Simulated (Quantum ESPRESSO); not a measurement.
# CaNiN: parallel and opposed starts

Aim: find out which collinear order of CaNiN costs least.

Main program and level: Quantum ESPRESSO 7.5; LDA; plane waves with GBRV 1.5 LDA potentials, no spin-orbit coupling.

## Step 1: Set-up

It takes space group P4_2/mmc (No. 131, tetragonal). Conventional cell: a = 3.581 Å, b = 3.581 Å, c = 7.010 Å, α = 90.00°, β = 90.00°, γ = 90.00°. Nearest to Ca lie 4 N at 2.51 Å. Ni has 2 N at 1.79 Å nearest. Nearest to N lie 2 Ni at 1.79 Å and 4 Ca at 2.51 Å. Farther neighbours and most contacts between anions are not listed.

As a file:

```cif
data_structure
_symmetry_space_group_name_H-M 'P 1'
_symmetry_Int_Tables_number 1
_cell_length_a 3.5809
_cell_length_b 3.5809
_cell_length_c 7.0096
_cell_angle_alpha 90.000
_cell_angle_beta 90.000
_cell_angle_gamma 90.000
_cell_volume 89.88
loop_
_atom_site_label
_atom_site_type_symbol
_atom_site_fract_x
_atom_site_fract_y
_atom_site_fract_z
_atom_site_occupancy
Ca1 Ca 0.00000 0.00000 0.25000 1
Ca2 Ca 0.00000 0.00000 0.75000 1
Ni3 Ni 0.50000 0.50000 0.00000 1
Ni4 Ni 0.50000 0.50000 0.50000 1
N5 N 0.00000 0.50000 0.00000 1
N6 N 0.50000 0.00000 0.50000 1
```

The cell comes from the Crystallography Open Database.

## Step 2: Run 1 (ferro ++)

The signs are those of the starting moments on the seeded atoms, the atoms that are given a moment.

ASE passes magmoms on as starting_magnetization. pw.x reads values of 1 or more as Bohr magnetons; where all are smaller, it reads them as fractions of the valence charge.

Input file pw.py:

```python
from ase import Atoms
from ase.calculators.espresso import Espresso, EspressoProfile

atoms = Atoms(['Ca', 'Ca', 'Ni', 'Ni', 'N', 'N'],
    cell=[[3.5809, 0.0, 0.0],
         [0.0, 3.5809, 0.0],
         [0.0, 0.0, 7.0096]],
    scaled_positions=[[0.0, 0.0, 0.25],
         [0.0, 0.0, 0.75],
         [0.5, 0.5, 0.0],
         [0.5, 0.5, 0.5],
         [0.0, 0.5, 0.0],
         [0.5, 0.0, 0.5]],
    pbc=True,
    magmoms=[0.0, 0.0, 2.0, 2.0, 0.0, 0.0])
input_data = {
    'control': {'calculation': 'scf', 'prefix': 'pwscf', 'outdir': './tmp', 'disk_io': 'nowf'},
    'system': {'ecutwfc': 40.0, 'ecutrho': 280.0, 'nbnd': 46, 'occupations': 'smearing', 'smearing': 'fd', 'degauss': 0.00734986, 'nspin': 2},
    'electrons': {'conv_thr': 1.2e-08, 'electron_maxstep': 150, 'mixing_beta': 0.3},
}
atoms.calc = Espresso(
    profile=EspressoProfile(command='mpirun -n 2 pw.x -nk 2', pseudo_dir='pseudo'),
    pseudopotentials={'Ni': 'ni_lda_v1.4.uspp.F.UPF', 'N': 'n_lda_v1.2.uspp.F.UPF', 'Ca': 'ca_lda_v1.uspp.F.UPF'},
    input_data=input_data,
    kpts=(6, 6, 6),
    koffset=(0, 0, 0))
atoms.get_potential_energy()
energy = atoms.calc.results['free_energy']
print(f'free energy: {energy:.6f} eV')
print('site moments (muB):', atoms.get_magnetic_moments().round(3))
```

Input file espresso.pwi:

```
&CONTROL
   calculation      = 'scf'
   outdir           = './tmp'
   prefix           = 'pwscf'
   disk_io          = 'nowf'
   pseudo_dir       = 'pseudo'
/
&SYSTEM
   nbnd             = 46
   ecutwfc          = 40.0
   ecutrho          = 280.0
   occupations      = 'smearing'
   degauss          = 0.00734986
   smearing         = 'fd'
   nspin            = 2
   starting_magnetization(1) = 0.0
   starting_magnetization(2) = 2.0
   starting_magnetization(3) = 0.0
   ntyp             = 3
   nat              = 6
   ibrav            = 0
/
&ELECTRONS
   electron_maxstep = 150
   conv_thr         = 1.2e-08
   mixing_beta      = 0.3
/
&IONS
/
&CELL
/
&FCP
/
&RISM
/
ATOMIC_SPECIES
Ca  40.078 ca_lda_v1.uspp.F.UPF
Ni  58.6934 ni_lda_v1.4.uspp.F.UPF
N  14.007 n_lda_v1.2.uspp.F.UPF

K_POINTS automatic
6 6 6  0 0 0

CELL_PARAMETERS angstrom
3.58090000000000 0.00000000000000 0.00000000000000
0.00000000000000 3.58090000000000 0.00000000000000
0.00000000000000 0.00000000000000 7.00960000000000

ATOMIC_POSITIONS angstrom
Ca  0.0000000000 0.0000000000 1.7524000000  
Ca  0.0000000000 0.0000000000 5.2572000000  
Ni  1.7904500000 1.7904500000 0.0000000000  
Ni  1.7904500000 1.7904500000 3.5048000000  
N  0.0000000000 1.7904500000 0.0000000000  
N  1.7904500000 0.0000000000 3.5048000000
```

On the command line:

```sh
> OMP_NUM_THREADS=1 python3 pw.py > pw.log
```

What it wrote:

```text
free energy: -11930.265599 eV
site moments (muB): [-0. -0.  0.  0.  0.  0.]

--- espresso.pwo ---
Program PWSCF v.7.5 starts

Warning: card &CELL ignored
Warning: card &FCP ignored
Warning: card &RISM ignored

     Message from routine setup:
     using ibrav=0 with symmetry is DISCOURAGED, use correct ibrav instead

     K-points division:     npool     =       2
     Subspace diagonalization in iterative solution of the eigenvalue problem:

     G-vector sticks info
     --------------------
     sticks:   dense  smooth     PW     G-vecs:    dense   smooth      PW
     Sum        1009     593    177                47895    20765    3573

     Using Slab Decomposition

     bravais-lattice index     =            0
     lattice parameter (alat)  =       6.7669  a.u.
     unit-cell volume          =     606.5606 (a.u.)^3
     number of atoms/cell      =            6
     number of atomic types    =            3
     number of electrons       =        66.00
     number of Kohn-Sham states=           46
     kinetic-energy cutoff     =      40.0000  Ry
     charge density cutoff     =     280.0000  Ry
     scf convergence threshold =      1.2E-08
     mixing beta               =       0.3000
     number of iterations used =            8  plain     mixing
     Exchange-correlation= SLA  PZ   NOGX NOGC
                           (   1   1   0   0   0   0   0)

     celldm(1)=   6.766920  celldm(2)=   0.000000  celldm(3)=   0.000000
     celldm(4)=   0.000000  celldm(5)=   0.000000  celldm(6)=   0.000000

     crystal axes: (cart. coord. in units of alat)
               a(1) = (   1.000000   0.000000   0.000000 )
               a(2) = (   0.000000   1.000000   0.000000 )
               a(3) = (   0.000000   0.000000   1.957497 )

     reciprocal axes: (cart. coord. in units 2 pi/alat)
               b(1) = (  1.000000  0.000000  0.000000 )
               b(2) = (  0.000000  1.000000  0.000000 )
               b(3) = (  0.000000  0.000000  0.510857 )

     PseudoPot. # 1 for Ca read from file:
     ca_lda_v1.uspp.F.UPF
     Pseudo is Ultrasoft + core correction, Zval = 10.0
     Generated by new atomic code, or converted to UPF format
     Using radial grid of  845 points,  6 beta functions with:
                l(1) =   0
                l(2) =   0
                l(3) =   1
                l(4) =   1
                l(5) =   2
                l(6) =   2
     Q(r) pseudized with  8 coefficients,  rinner =    1.500   1.500   1.500
                                                       1.500   1.500

     PseudoPot. # 2 for Ni read from file:
     ni_lda_v1.4.uspp.F.UPF
     Pseudo is Ultrasoft + core correction, Zval = 18.0
     Generated by new atomic code, or converted to UPF format
     Using radial grid of  865 points,  6 beta functions with:
                l(1) =   0
                l(2) =   0
                l(3) =   1
                l(4) =   1
                l(5) =   2
                l(6) =   2
     Q(r) pseudized with 10 coefficients,  rinner =    0.980   0.980   0.980
                                                       0.980   0.980

     PseudoPot. # 3 for N  read from file:
     n_lda_v1.2.uspp.F.UPF
     Pseudo is Ultrasoft + core correction, Zval =  5.0
     Generated by new atomic code, or converted to UPF format
     Using radial grid of  729 points,  4 beta functions with:
                l(1) =   0
                l(2) =   0
                l(3) =   1
                l(4) =   1
     Q(r) pseudized with  8 coefficients,  rinner =    0.900   0.900   0.900

     atomic species   valence    mass     pseudopotential
     Ca               10.00    40.07800     Ca( 1.00)
     Ni               18.00    58.69340     Ni( 1.00)
     N                 5.00    14.00700     N ( 1.00)

     Starting magnetic structure
     atomic species   magnetization
     Ca              0.000
     Ni              0.111
     N               0.000

     16 Sym. Ops., with inversion, found ( 8 have fractional translation)

   Cartesian axes

     site n.     atom                  positions (alat units)
         1        Ca     tau(   1) = (   0.0000000   0.0000000   0.4893742  )
         2        Ca     tau(   2) = (   0.0000000   0.0000000   1.4681225  )
         3        Ni     tau(   3) = (   0.5000000   0.5000000   0.0000000  )
         4        Ni     tau(   4) = (   0.5000000   0.5000000   0.9787484  )
         5        N      tau(   5) = (   0.0000000   0.5000000   0.0000000  )
         6        N      tau(   6) = (   0.5000000   0.0000000   0.9787484  )

     number of k points=    40  Fermi-Dirac smearing, width (Ry)=  0.0073
                       cart. coord. in units 2pi/alat
        k(    1) = (   0.0000000   0.0000000   0.0000000), wk =   0.0046296
        k(    2) = (   0.0000000   0.0000000   0.0851428), wk =   0.0092593
        k(    3) = (   0.0000000   0.0000000   0.1702855), wk =   0.0092593
        k(    4) = (   0.0000000   0.0000000  -0.2554283), wk =   0.0046296
        k(    5) = (   0.0000000   0.1666667   0.0000000), wk =   0.0185185
        [... 35 further k-points ...]

     Dense  grid:    47895 G-vectors     FFT dimensions: (  40,  40,  72)

     Smooth grid:    20765 G-vectors     FFT dimensions: (  27,  27,  54)

     Check: negative core charge=   -0.000008
     Generating pointlists ...
     new r_m :   0.2886 (alat units)  1.9529 (a.u.) for type    1
     new r_m :   0.2063 (alat units)  1.3957 (a.u.) for type    2
     new r_m :   0.2063 (alat units)  1.3957 (a.u.) for type    3

     Initial potential from superposition of free atoms

     starting charge      61.9905, renormalised to      66.0000
     Starting wfcs are   54 randomized atomic wfcs

     Self-consistent Calculation

     iteration #  1     ecut=    40.00 Ry     beta= 0.30
     Davidson diagonalization with overlap
     ethr =  1.00E-02,  avg # of iterations =  3.6

     total energy              =    -844.19070321 Ry
     estimated scf accuracy    <      88.27604390 Ry

     total magnetization       =     0.82 Bohr mag/cell
     absolute magnetization    =     0.92 Bohr mag/cell

     iteration #  2     ecut=    40.00 Ry     beta= 0.30
     Davidson diagonalization with overlap
     ethr =  1.00E-02,  avg # of iterations =  3.1

     total energy              =    -877.58805477 Ry
     estimated scf accuracy    <      42.81651723 Ry

     total magnetization       =     0.26 Bohr mag/cell
     absolute magnetization    =     0.29 Bohr mag/cell

     iteration #  3     ecut=    40.00 Ry     beta= 0.30
     Davidson diagonalization with overlap
     ethr =  1.00E-02,  avg # of iterations =  2.0

     total energy              =    -877.53853218 Ry
     estimated scf accuracy    <      11.78267777 Ry

     total magnetization       =     0.25 Bohr mag/cell
     absolute magnetization    =     0.38 Bohr mag/cell

     [... further iterations left out ...]

     iteration # 17     ecut=    40.00 Ry     beta= 0.30
     Davidson diagonalization with overlap
     ethr =  7.86E-09,  avg # of iterations =  1.5

     total energy              =    -876.85842426 Ry
     estimated scf accuracy    <       0.00000028 Ry

     total magnetization       =     0.01 Bohr mag/cell
     absolute magnetization    =     0.01 Bohr mag/cell

     iteration # 18     ecut=    40.00 Ry     beta= 0.30
     Davidson diagonalization with overlap
     ethr =  4.24E-10,  avg # of iterations =  2.7

     total energy              =    -876.85842471 Ry
     estimated scf accuracy    <       0.00000023 Ry

     total magnetization       =     0.00 Bohr mag/cell
     absolute magnetization    =     0.01 Bohr mag/cell

     iteration # 19     ecut=    40.00 Ry     beta= 0.30
     Davidson diagonalization with overlap
     ethr =  3.53E-10,  avg # of iterations =  2.1

     total energy              =    -876.85842500 Ry
     estimated scf accuracy    <       0.00000002 Ry

     total magnetization       =    -0.00 Bohr mag/cell
     absolute magnetization    =     0.00 Bohr mag/cell

     iteration # 20     ecut=    40.00 Ry     beta= 0.30
     Davidson diagonalization with overlap
     ethr =  3.56E-11,  avg # of iterations =  1.7

     Magnetic moment per site  (integrated on atomic sphere of radius R)
     atom   1 (R=0.289)  charge=  7.8706  magn= -0.0000
     atom   2 (R=0.289)  charge=  7.8706  magn= -0.0000
     atom   3 (R=0.206)  charge= 14.9304  magn=  0.0001
     atom   4 (R=0.206)  charge= 14.9304  magn=  0.0001
     atom   5 (R=0.206)  charge=  3.6852  magn=  0.0000
     atom   6 (R=0.206)  charge=  3.6852  magn=  0.0000

     End of self-consistent calculation

     [... lines left out ...]
     the Fermi energy is     9.9842 ev

!    total energy              =    -876.85842501 Ry
     estimated scf accuracy    <          3.4E-09 Ry
     smearing contrib. (-TS)   =      -0.00908954 Ry
     internal energy E=F+TS    =    -876.84933547 Ry

     The total energy is F=E-TS. E is the sum of the following terms:
     one-electron contribution =    -619.10319672 Ry
     hartree contribution      =     335.17146142 Ry
     xc contribution           =    -104.16763099 Ry
     ewald contribution        =    -488.74996919 Ry

     total magnetization       =     0.00 Bohr mag/cell
     absolute magnetization    =     0.00 Bohr mag/cell

     convergence has been achieved in  20 iterations

=------------------------------------------------------------------------------=
   JOB DONE.
=------------------------------------------------------------------------------=
```

It took 2.9 min on 2 MPI ranks of Arm Neoverse V1, shared host; peak memory 0.55 GiB.

Spin moment in the atom's sphere by atom:

```tsv
atom	spin moment in the atom's sphere (μB)
Ca1	0.0000
Ca2	0.0000
Ni3	0.0001
Ni4	0.0001
N5	0.0000
N6	0.0000
```

Read from the output:

```
smearing term TS       : 0.1237 eV
magnetization          : 0 μB
absolute magnetization : 0 μB
final state            : non-magnetic
```

(Continued in part 2 of 2.)

[Logs and program files are shortened in this print: banners, set-up blocks, solver, clock and traceback lines can be left out without a mark of their own.]

[Logs are printed without paths, hosts, clocks, repeated set-up lines and the standing remarks that a program may print on its own settings, such as how far it seeks lower states.]

[Hosts, paths, dates, database ids (printed as entryN), source tags and the programs' standing remarks are cut or masked in the printed files.]

[Where a cell is said to come from a database of computed structures, the database is the Materials Project.]
